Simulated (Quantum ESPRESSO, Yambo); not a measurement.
# Quasiparticle gap of PtS2 (1T monolayer) in Yambo, part 3 of 3

How does a plane-wave GW calculation on PtS2 (1T monolayer) run from the first input to the gap?

Quantum ESPRESSO 7.5 and Yambo 5.3.0; PBE and many-body steps on it, plane waves. Known limits of the many-body steps: not at the basis limit; d states lean on the start.

So far. Step 4 (Bands along the symmetry lines): The gap is 1.736 eV, as in the run before at this level. Step 5 (Empty states on the mesh, 6×6×1 mesh, 124 bands): On this mesh the gap is 1.987 eV. The earlier step found 1.736 eV, so this mesh misses an edge.

## 7. Screening and self-energy, 6×6×1 mesh, 124 bands, screening to 74.8 eV

G0W0 replaces the xc potential by the self-energy, built once from these orbitals. Only a window of levels is corrected, while the sums run over the empty bands that the input names.

This step: G0W0 on PBE with spin-orbit coupling, plane waves, norm-conserving pseudopotentials.

Contents of gw1.in:

```
HF_and_locXC
gw0
dyson
ppa
em1d
rim_cut
rim_w
RandQpts= 3000000
RandGvec= 100 RL
CUTGeo= "slab z"
RandGvecW= 9 RL
EXXRLvcs= 76 Ry
VXCRLvcs= 304 Ry
Chimod= "HARTREE"
% BndsRnXp
 1 | 124 |
%
NGsBlkXp= 5.5 Ry
% LongDrXp
 1 | 1 | 0 |
%
% GbndRnge
 1 | 124 |
%
DysSolver= "n"
ExtendOut
PPAPntXp= 27.21138 eV
% QPkrange
 5 | 5 | 27 | 34 |
 2 | 2 | 27 | 34 |
 1 | 1 | 27 | 34 |
%
```

On the command line:

```
$ OMP_NUM_THREADS=4 mpirun -n 2 yambo -F gw1.in -J gw1 -C gw1 > gw1.log
```

Output:

```text
 Yambo, version 5.3.0

 [02] CORE Variables Setup
 =========================

  [... cell, symmetries and grids as in the set-up ...]

  [02.05] Energies & Occupations
  ==============================

  [X] === General ===
  [X] Electronic Temperature                        :  0.000000  0.000000 [eV K]
  [X] Bosonic    Temperature                        :  0.000000  0.000000 [eV K]
  [X] Finite Temperature mode                       : no
  [X] El. density                                   :  0.18084E+24 [cm-3]
  [X] Fermi Level                                   : -0.818963 [eV]

  [X] === Gaps and Widths ===
  [X] Conduction Band Min                           :  1.987234 [eV]
  [X] Valence Band Max                              :  0.000000 [eV]
  [X] Filled Bands                                  :  30
  [X] Empty Bands                                   :   31  124
  [X] Direct Gap                                    :  2.001877 [eV]
  [X] Direct Gap localized at k                     :  2
  [X] Indirect Gap                                  :  1.987234 [eV]
  [X] Indirect Gap between kpts                     :   5   2
  [X] Last valence band width                       :  1.422633 [eV]
  [X] 1st conduction band width                     :  1.018069 [eV]

 [03] Transferred momenta grid and indexing
 ==========================================

 IBZ Q-points                                      :   7
 BZ  Q-points                                      :   36

 K/Q-points units:
 rlu = crystal or reduced units; cc = cartesian coordinates; iku = interal k-units

 Q [1]          [rlu]:  0.000000  0.000000  0.000000
 Q [2]          [rlu]:  0.14930E-16  0.16667       0.0000
 Q [3]          [rlu]:  0.29860E-16  0.33333       0.0000
 Q [4]          [rlu]: -0.44790E-16 -0.50000       0.0000
 Q [5]          [rlu]:  0.166667  0.166667  0.000000
 Q [6]          [rlu]:  0.166667  0.333333  0.000000
 Q [7]          [rlu]:  0.333333  0.333333  0.000000

 [04] Coloumb potential Random Integration (RIM)
 ===============================================

 Performing RIM of v_slab

  [04.01] RIM initialization
  ==========================

  * Diagonal components only detected *

  8 x (sBL volume)        :  0.049239 [a.u.]
  sBZ random points       :  3000000
  Points outside the sBZ  :  24000829
  RL volume               :  0.221578 [a.u.]
  Integrated volume       :  0.221570 [a.u.]

  [04.02] RIM integrals
  =====================

  Gamma point sphere radius             :  0.042044 [a.u.]
  Points outside the sphere             :  2398884
  [Int_sBZ(q=0) 1/q^2]*(Vol_sBZ)^(-1/3) =:  7.536468
                                 should be <:  7.795600

  Summary of Coulomb integrals for non-metallic bands |Q|[au] RIM/Bare

  Q [1] 0.100000E-4 0.966759 * Q [2] 0.179061 1.020815
  Q [5] 0.310143 1.030994 * Q [3] 0.358123 1.027338
  Q [6] 0.473752 1.018738 * Q [4] 0.537184 1.015068
  Q [7] 0.620286 1.011578
  Non-periodic chartesian directions : none
  Optical renormalization            :  28.34589 [au]
  Polarizability dimension           : length

 [05] Coloumb potential CutOffslab
 =================================

 Cut directionsZ
 Slab Cutoff:Z
 Symmetry test passed : yes

 [06] Dipoles
 ============

  [06.01] Setup: observables and procedures
  =========================================

  [WARNING] [x,Vnl] slows the Dipoles computation. To neglect it rename the ns.kb_pp file

 [07] Dynamic Dielectric Matrix (PPA)
 ====================================

 [WR./gw1//ndb.pp]---------------------------------------------------------------
  Brillouin Zone Q/K grids (IBZ/BZ)                :    7   36    7   36
  RL vectors                                       :  15319 [WF]
  Coulomb cutoff potential                         : slab z
  Electronic Temperature                           :  0.000000 [K]
  Bosonic    Temperature                           :  0.000000 [K]
  PPA    diel. fun.  energies                      : Perdew, Burke & Ernzerhof(X)+Perdew, Burke & Ernzerhof(C)
  wavefunctions                                    : Perdew, Burke & Ernzerhof(X)+Perdew, Burke & Ernzerhof(C)
  Global Gauge                                     : length
  X matrix size                                    :  305
  X band range                                     :    1  124
  X e/h energy range                               : -1.000000 -1.000000 [eV]
  X Time ordering                                  : R
  X Hxc Kernel                                     : HARTREE
  X Drude frequency                                :  0.000000  0.000000
  X poles                                          :  100.0000 [o/o]
  RL vectors in the sum                            :  15319
  [r,Vnl] included                                 : yes
  Field direction                                  :  0.707107E-5  0.707107E-5   0.00000
  BZ energy Double Grid                            : no
  BZ energy DbGd points                            : 0
  BZ Q point size factor                           : -1.000000
  X Optical Averaged directions                    : none

 [08] Local Exchange-Correlation + Non-Local Fock
 ================================================

 [VXC] Plane waves :  100255
 [EXS] Plane waves :  12631

 QP @ state[ 1 ] K range:  1  2
 QP @ state[ 1 ] b range:   27   34
 QP @ state[ 2 ] K range:   5   5
 QP @ state[ 2 ] b range:   27   34

 [xc] Functional : Perdew, Burke & Ernzerhof(X)+Perdew, Burke & Ernzerhof(C)
 [xc] LIBXC used to calculate xc functional
  PP Number of Atomic Species                      :  2
  NLCC RL compoments                               :  100255
  PP Number of Atomic Species                      :  2
  NLCC RL compoments                               :  100255

 [xc] E_xc :  -16.10523 [Ha]
      E_xc :  -32.21047 [Ry]

  Local XC kind (lXC) : Perdew, Burke & Ernzerhof(X)+Perdew, Burke & Ernzerhof(C)
  Non-Local XC kind (nlXC) : Hartree-Fock

  Corrections @ K [1] :  [eV]
 <27|nlXC|27> = -15.83075  0.33984E-17 <27|lXC|27> = -13.69180  0.241911E-6
 <28|nlXC|28> = -15.83076 -0.35485E-17 <28|lXC|28> = -13.69181 -0.238215E-6
 <29|nlXC|29> = -15.94522 -0.40976E-17 <29|lXC|29> = -13.81672 -0.137548E-5
 <30|nlXC|30> = -15.94522 -0.35903E-17 <30|lXC|30> = -13.81672  0.137545E-5
 <31|nlXC|31> = -13.04714 -0.16797E-17 <31|lXC|31> = -16.79492  0.132647E-5
 <32|nlXC|32> = -13.04710  0.81040E-18 <32|lXC|32> = -16.79485 -0.132643E-5
 <33|nlXC|33> = -12.89021  0.17361E-17 <33|lXC|33> = -16.93504  0.507800E-7
 <34|nlXC|34> = -12.89016  0.34736E-17 <34|lXC|34> = -16.93497 -0.509984E-7

  Corrections @ K [2] :  [eV]
 <27|nlXC|27> = -15.86112  0.96448E-18 <27|lXC|27> = -13.46732  0.600441E-7
 <28|nlXC|28> = -15.86112  0.10343E-16 <28|lXC|28> = -13.46731 -0.381414E-7
[...]
Corrections @ K [5] :  [eV]
[...]
<30|nlXC|30> = -18.15481 -0.28483E-17 <30|lXC|30> = -15.43320  0.298287E-6
 <31|nlXC|31> = -12.21280 -0.16073E-17 <31|lXC|31> = -15.82326 -0.109408E-6
 <32|nlXC|32> = -12.21280  0.52733E-18 <32|lXC|32> = -15.82326  0.118620E-6
 <33|nlXC|33> = -12.55872  0.24232E-18 <33|lXC|33> = -16.28891 -0.611354E-6
 <34|nlXC|34> = -12.55872  0.79473E-18 <34|lXC|34> = -16.28891  0.100076E-5

 [09] Dyson equation: Newton solver
 ==================================

  [09.01] RIM-W interpolation
  ===========================

  [WARNING] RIM-W works only for 2D semiconductors with slab cutoff
  Found compatible q grid: 2D
  q_min[ 1 ]:  0.16667      0.22209E-11   0.0000     [rlu]
   0.166667  0.083333  0.000000 [iku]
  q_min[ 2 ]:  0.62185E-11  0.16667       0.0000     [rlu]
   0.62185E-11  0.16667       0.0000     [iku]
  G-vectors :   9
  G-vectors loaded:   63
  Number of interpolated frequencies:  2

  Evaluating coefficients q = 0
  Evaluating coefficients q = 0

  [09.02] RIM-W integrals
  =======================

  8 x (sBL volume)        :  0.049239 [a.u.]
  sBZ random points       :  3000000
  Points outside the sBZ  :  24000829
  RL volume               :  0.221578 [a.u.]
  Integrated volume       :  0.221570 [a.u.]

  [09.03] RIM integrals
  =====================

  Comparison between head Wc = W - v averages: < Wc > [au] RIM-W/RIM

   < -Wc [Q = 1] > 0.356009E-1 0.436879E-4 * < -Wc [Q = 2] > 0.005427 0.005235
   < -Wc [Q = 3] > 0.968370E-3 0.948344E-3 * < -Wc [Q = 4] > 0.322093E-3 0.318568E-3
   < -Wc [Q = 5] > 0.001421 0.001387 * < -Wc [Q = 6] > 0.455523E-3 0.449803E-3
   < -Wc [Q = 7] > 0.209267E-3 0.207009E-3

  Comparison between head Wc = W - v averages: < Wc > [au] RIM-W/RIM

   < -Wc [G = 1,G`=0] > 0.356009E-1 0.436879E-4 * < -Wc [G = 2,G`=0] >-0.002264 0.000000
   < -Wc [G = 3,G`=0] >-0.002264 0.000000 * < -Wc [G = 4,G`=0] > 0.491894E-4  0.00000
   < -Wc [G = 5,G`=0] > 0.491446E-4  0.00000 * < -Wc [G = 6,G`=0] > 0.116576E-3  0.00000
   < -Wc [G = 7,G`=0] > 0.116619E-3  0.00000 * < -Wc [G = 8,G`=0] >-0.311986E-4  0.00000
   < -Wc [G = 9,G`=0] >-0.312001E-4  0.00000

 [10] G0W0 (W PPA)
 =================

 [  GW  ] Bands range     :    1  124
 [GW/PPA] G damping       :  0.100000 [eV]

 QP @ state[ 1 ] K range:  1  2
 QP @ state[ 1 ] b range:   27   34
 QP @ state[ 2 ] K range:   5   5
 QP @ state[ 2 ] b range:   27   34

  Sc/G bands                                       :    1  124
  Sc/G damping                                     :  0.100000 ev
  Sc bands terminator                              : no
  Sx RL components                                 :  12631

  QP @ state[ 1 ] K range                          :  1  2
  QP @ state[ 1 ] b range                          :   27   34
  QP @ state[ 2 ] K range                          :   5   5
  QP @ state[ 2 ] b range                          :   27   34
  GF energies kind                                 : Perdew, Burke & Ernzerhof(X)+Perdew, Burke & Ernzerhof(C)
  GF WF`s kind                                     : Perdew, Burke & Ernzerhof(X)+Perdew, Burke & Ernzerhof(C)
  Xs energies kind                                 : Perdew, Burke & Ernzerhof(X)+Perdew, Burke & Ernzerhof(C)
  Xs WF`s kind                                     : Perdew, Burke & Ernzerhof(X)+Perdew, Burke & Ernzerhof(C)

 [14] Game Over & Game summary
```

Wall time 3.5 min (2 MPI ranks of Arm Neoverse V2, shared host); peak memory 3.2 GiB.

Numbers from this step:

```yaml
g0w0_gap_on_the_points_computed: 3.230 eV
starting_gap_on_the_mesh: 1.987 eV
k_of_the_valence_top: 0, 0.1667, 0
k_of_the_conduction_bottom: 0, 0.1667, 0
least_direct_g0w0_gap_on_the_computed_points: 3.230 eV
z_at_the_valence_top: 0.7451
z_at_the_conduction_bottom: 0.7529
```

The gap on the mesh goes from 1.99 eV to 3.23 eV, a correction of +1.24 eV. The start differs from the 1.74 eV found before because the two sample other k points.

Limits: finite bands, cutoff and mesh; d states lean on the start. v1 is the top filled band, c1 the lowest empty one. The levels before and after the correction (eV, zero at the valence-band top of each column):

|  | conduction bottom | valence top |
| --- | --- | --- |
| Kohn-Sham | 1.99 | 0.00 |
| G0W0 | 3.23 | 0.00 |

|  | level | energy (eV) |
| --- | --- | --- |
| Kohn-Sham | (0 0.167 0) v4-v3 | -0.280 |
| Kohn-Sham | (0 0.167 0) v2-v1 | -0.015 |
| Kohn-Sham | (0 0.167 0) c1-c2 | 1.987 |
| Kohn-Sham | (0 0.167 0) c3-c4 | 2.821 |
| G0W0 | (0 0.167 0) v4-v3 | -0.505 |
| G0W0 | (0 0.167 0) v2-v1 | 0.000 |
| G0W0 | (0 0.167 0) c1-c2 | 3.230 |
| G0W0 | (0 0.167 0) c3-c4 | 4.159 |

## 8. Where the time went

Times are wall times on the hardware named with each run, good to a factor of about two.

| step | time | share | memory (GiB) |
| --- | --- | --- | --- |
| relaxation | 2.2 min | 27 % | 1.4 |
| ground state | 61 s | 13 % | 2.2 |
| bands along the symmetry lines | 29 s | 6 % | 1.7 |
| empty states on the mesh | 40 s | 8 % | 1.6 |
| conversion and set-up | 3.4 s | 1 % | 0.25 |
| screening and self-energy | 3.5 min | 45 % | 3.2 |

## 9. Results

```yaml
pbe_gap: 1.74 eV, indirect
g0w0_gap_on_the_mesh: 3.23 eV
g0w0_gap_over_the_zone_rigid_shift: 2.98 eV
gw_settings: 6×6×1 mesh, 124 bands, screening to 74.8 eV, Godby-Needs plasmon pole
known_limits: not at the basis limit; d states lean on the start
```

What this shows: G0W0 moves the gap on the mesh from 1.99 eV to 3.23 eV (+1.24 eV), with Z of 0.75 and 0.75 at the edges. The mesh misses the band edges by 0.25 eV in all; a rigid shift gives 2.98 eV for the zone. Only 3 of the mesh's irreducible points were corrected, so a valley elsewhere could overtake. The dearest step here is «screening and self-energy». Bands and cutoff are finite, so the gap is not at the basis limit. The miss can reach some tenths of an eV and take either sign; the mesh is an error of its own. In the G0W0 run levels were corrected at 3 k points alone, so a gap called «on the mesh» is the least over those, and an edge elsewhere would be missed. A denser mesh or path gives a starting gap of 1.74 eV: the GW mesh misses a band edge, so its gaps are not the fundamental one. With d states at the gap, one-shot GW leans hard on its start.

[Paths, hosts, dates, memory and timing lines, banners, echoed tables and standing remarks are left out of the program output.]

[Logs are printed without paths, hosts, clocks, repeated set-up lines and the standing remarks that a program may print on its own settings, such as how far it seeks lower states.]

[Runs of the session that timed out or met a known fault of the program may be left out.]

[Hosts, paths, dates, database ids (printed as entryN), source tags and the programs' standing remarks are cut or masked in the printed files.]
